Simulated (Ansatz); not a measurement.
# linear Ir chain under tension and compression, part 3 of 3

Does stretching change the magnetism or the channel count of the linear Ir chain?

Ansatz 0.2.0; DFT PBE, plane waves, PAW; relaxation of a chain's period (the session's first sound run).

So far, conductance of the lead as this run defines it (G₀): step 3 (At a set period, period over the relaxed period 0.88 …) 5.04; step 8 (period over the relaxed period 1.08, k-mesh 1×1×33) 5.00; step 9 (period over the relaxed period 1.13, k-mesh 1×1×32) 4.50; step 10 (period over the relaxed period 1.2, k-mesh 1×1×30) 3.56; step 11 (period over the relaxed period 1.3, k-mesh 1×1×27) 2.50.

## Step 12: Side by side

Times are for 4 threads of Arm Neoverse V2, shared host. The series side by side:

| no. | period over the relaxed period | conductance of the lead as this run defines it (G₀) | absolute moment (μB) | energy at zero smearing less the lowest (eV) | time | memory (GiB) |
| --- | --- | --- | --- | --- | --- | --- |
| 1 | 0.88 | 5.036 | 0.3705 | 1.334 | 18 s | 0.45 |
| 2 | 0.92 | 5.003 | 0.4721 | 0.5062 | 17 s | 0.44 |
| 3 | 0.96 | 5.000 | 0.6078 | 0.1041 | 16 s | 0.44 |
| 4 | 1 | 5.000 | 0.6662 | 0 | 14 s | 0.42 |
| 5 | 1.04 | 5.000 | 0.7255 | 0.08408 | 14 s | 0.42 |
| 6 | 1.08 | 5.000 | 0.9772 | 0.2859 | 20 s | 0.48 |
| 7 | 1.13 | 4.500 | 1.471 | 0.5919 | 17 s | 0.46 |
| 8 | 1.2 | 3.560 | 2.305 | 1.058 | 16 s | 0.44 |
| 9 | 1.3 | 2.504 | 2.411 | 1.564 | 11 s | 0.4 |

## Step 13: A varied input

This step: DFT PBE, plane waves, PAW; channels and complex bands of a perfect chain; changed: output.transmission.e_range = [-5, 2], output.transmission.de = 0.02 (Ansatz 0.2.0).

The atoms of the run at the relaxed period are kept and the input is varied, to see whether the result depends on it.

Contents of input.yaml:

```yaml
crystal:
  lattice:
    - [7.5, 0.0, 0.0]
    - [0.0, 7.5, 0.0]
    - [0.0, 0.0, 2.2830004325]
  atoms:
    - { symbol: Ir, position: [0.5, 0.5, 0.0], spin: 0.46 }
magnetization:
  spin_polarized: true
kpoints:
  mp_grid: { grid: [1, 1, 36] }
scf:
  occupations: { method: fermi_dirac, width: 0.05 }
hamiltonian:
  xc: pbe
output:
  transmission:
    e_range: [-5, 2]
    de: 0.02
    kmesh: [1, 1]
    reduced_basis: true
    leads: [[0, 0]]
  stress: true
```

On the command line:

```sh
$ ansatz run input.yaml --threads 4 --pin off --max-ram 8192MiB --backend cpu --events-out ev --progress --plain --runs-dir out
```

Numbers of over 12 decimals in the logs are rounded to 6 here.

What it wrote:

```text
[...]
Crystal: 1 atoms, lattice volume = 128.419 Å³
Basis set: ecut = 420 eV, 2511 PW (Γ)
Bands: 13, of which v1, the nominal top of the filled ones, is band 9 counted from 1 (8 counted from 0)
Symmetry: 16 space group operations
[...]
k-points: 19 of 36
[...]
Starting moments: Σ|m| = 0.46 μB on 1 of 1 site
[...]
SCF iter  10: F=-11931.508700 eV  HF=-11931.508700 eV  |F-HF|=1.27e-11  |Δ(HF+E_count)|=  3.64e-10  Δρ=1.11e-7 (↑3.58e-8 ↓1.11e-7)  dr2=7.47e-12  dr2_m=4.50e-12  M=0.663 μB ∫|m|=0.666 μB  ethr=3.97e-12  ⟨swp⟩=1.6  Hψ=1423  notcnv=0
SCF 1 converged in 10 iterations: F = -11931.508700 eV  dr2 = 7.47e-12
[...]
transmission: 6 of 36 steps passed
transmission: 9 of 36 steps passed
[...]
transmission: 36 of 36 steps passed
SCF converged after 10 iterations
Magnetization: 0.6633 μB (8.8316 up, 8.1684 down)
Absolute magnetization: 0.6662 μB (∫|ρ↑−ρ↓|, with the PAW one-centre terms)
[...]
Per-site moments (μB) at R_I (Å): [(0.483457, 0.941738)]
Free energy (F): -11931.508700 eV
[...]
Internal energy: -11931.492685 eV  (E = F + TS)
E sigma→0 (E₀):  -11931.500693 eV
Entropy (-TS):   -0.016015 eV (-16.015 meV/atom)
Fermi energy:    -2.308318 eV
[...]
--- Stress (GPa, compression-positive) ---
       -0.121376       0.000000       0.000000
        0.000000      -0.121376       0.000000
        0.000000       0.000000      -0.145132
  P = ⅓ Tr σ = -0.1293 GPa (-1.293 kbar)
--- Band table (eV; the first three rows and the last of 38) ---
  k-point 0 ↑: bands = [... 5 lower, -4.5959, -4.1387, -4.1336, -0.3685, -0.3685, 0.6953, 0.6953, 2.8597]
  k-point 1 ↑: bands = [... 5 lower, -4.5786, -4.1287, -4.1237, -0.5526, -0.5526, 0.8458, 0.8458, 2.8812]
  k-point 2 ↑: bands = [... 5 lower, -4.5270, -4.0989, -4.0939, -0.9542, -0.9542, 1.1509, 1.1509, 2.9459]
  k-point 18 ↓: bands = [... 5 lower, -6.6007, -2.0408, -2.0391, -1.1515, 3.1994, 8.1830, 8.1830, 8.3230]
--- Transmission ---
  basis      : 497 plane waves across, 3 finite elements along
  points     : 1, standing for a mesh of 1 x 1
[...]
crystal 0  : Ir1, at the sites [0, 0], period 2.2830 Å: whole cells are its period
[...]
filled         : 6.0 meV over the level at which it is neutral
    channels       : 4.000000e0 up, 6.000000e0 down
[...]
```

The job ended after 32 s (4 threads of Arm Neoverse V2, shared host; peak memory 0.51 GiB).

Numbers from this step:

| Property | Result |
| --- | --- |
| energy at zero smearing | -11931.5007 eV |
| total moment | 0.6633 μB |
| absolute moment | 0.6662 μB |
| channels at the energy nearest the Fermi level, spin up | 4 |
| channels at the energy nearest the Fermi level, spin down | 6 |
| conductance of the lead as this run defines it | 5.000 G₀ |

The open channels of the lead by energy, zero at the Fermi level:

| energy (eV) | spin up | spin down |
| --- | --- | --- |
| -5.0000 | 1 | 1 |
| -4.7600 | 1 | 1 |
| -4.5000 | 3 | 1 |
| -4.2600 | 3 | 3 |
| -4.0000 | 3 | 3 |
| -3.7600 | 3 | 3 |
| -3.5000 | 3 | 3 |
| -3.2600 | 3 | 3 |
| -3.0000 | 3 | 3 |
| -2.7600 | 3 | 3 |
| -2.5000 | 3 | 3 |
| -2.2600 | 4 | 3 |
| -2.0000 | 4 | 3 |
| -1.7600 | 6 | 4 |
| -1.5000 | 6 | 4 |
| -1.2600 | 6 | 6 |
| -1.0000 | 6 | 6 |
| -0.7600 | 6 | 6 |
| -0.5000 | 6 | 6 |
| -0.2600 | 4 | 6 |
| 0.0000 | 4 | 6 |
| 0.2400 | 4 | 6 |
| 0.5000 | 4 | 4 |
| 0.7400 | 3 | 4 |
| 1.0000 | 3 | 4 |
| 1.2400 | 3 | 3 |
| 1.5000 | 3 | 3 |
| 1.7400 | 3 | 3 |
| 2.0000 | 1 | 3 |

It took 32 s against 14 s for the run it varies, and the conductance is 5.00 G₀ against 5.00 G₀.

The total moment, absolute moment, channels at the energy nearest the Fermi level, spin up and channels at the energy nearest the Fermi level, spin down stay within 0.2 % plus 0.001 of the run it varies.

## Step 14: Results

- relaxed cell length: 2.283 Å
- conductance at period × 0.88: 5.04 G₀
- conductance at period × 1.0: 5.00 G₀
- conductance at period × 1.13: 4.50 G₀
- conductance at period × 1.3: 2.50 G₀
- absolute moment at period × 0.88: 0.371 μB
- absolute moment at period × 1.0: 0.666 μB
- absolute moment at period × 1.3: 2.41 μB

**Reading.** The moment is 0.37 μB at the shortest period and 2.41 μB at the longest, as longer bonds narrow the bands. The conductance goes from 5.04 G₀ at the shortest period to 2.50 G₀ at the longest, while the magnetic state changes too. Transport is coherent and elastic here: the atoms are frozen, so scattering by vibrations plays no part. Spin-orbit coupling is left out, which matters for the bands of heavy atoms. No search over magnetic orders was made; another may lie lower. For the perfect chain only parallel moments were started; its antiparallel and spiral orders were not tested. Conductances of a perfect chain off the multiples of half a G0 come from band edges within the thermal window; the square box also splits pairs of bands that an isolated chain keeps degenerate, which moves such edges. The lead's cell of one atom keeps the chain straight and evenly spaced; a zigzag or dimerised form may lie lower.

[Logs are printed without paths, hosts, clocks, repeated set-up lines and the standing remarks that a program may print on its own settings, such as how far it seeks lower states.]

[Hosts, paths, dates, database ids (printed as entryN), source tags and the programs' standing remarks are cut or masked in the printed files.]
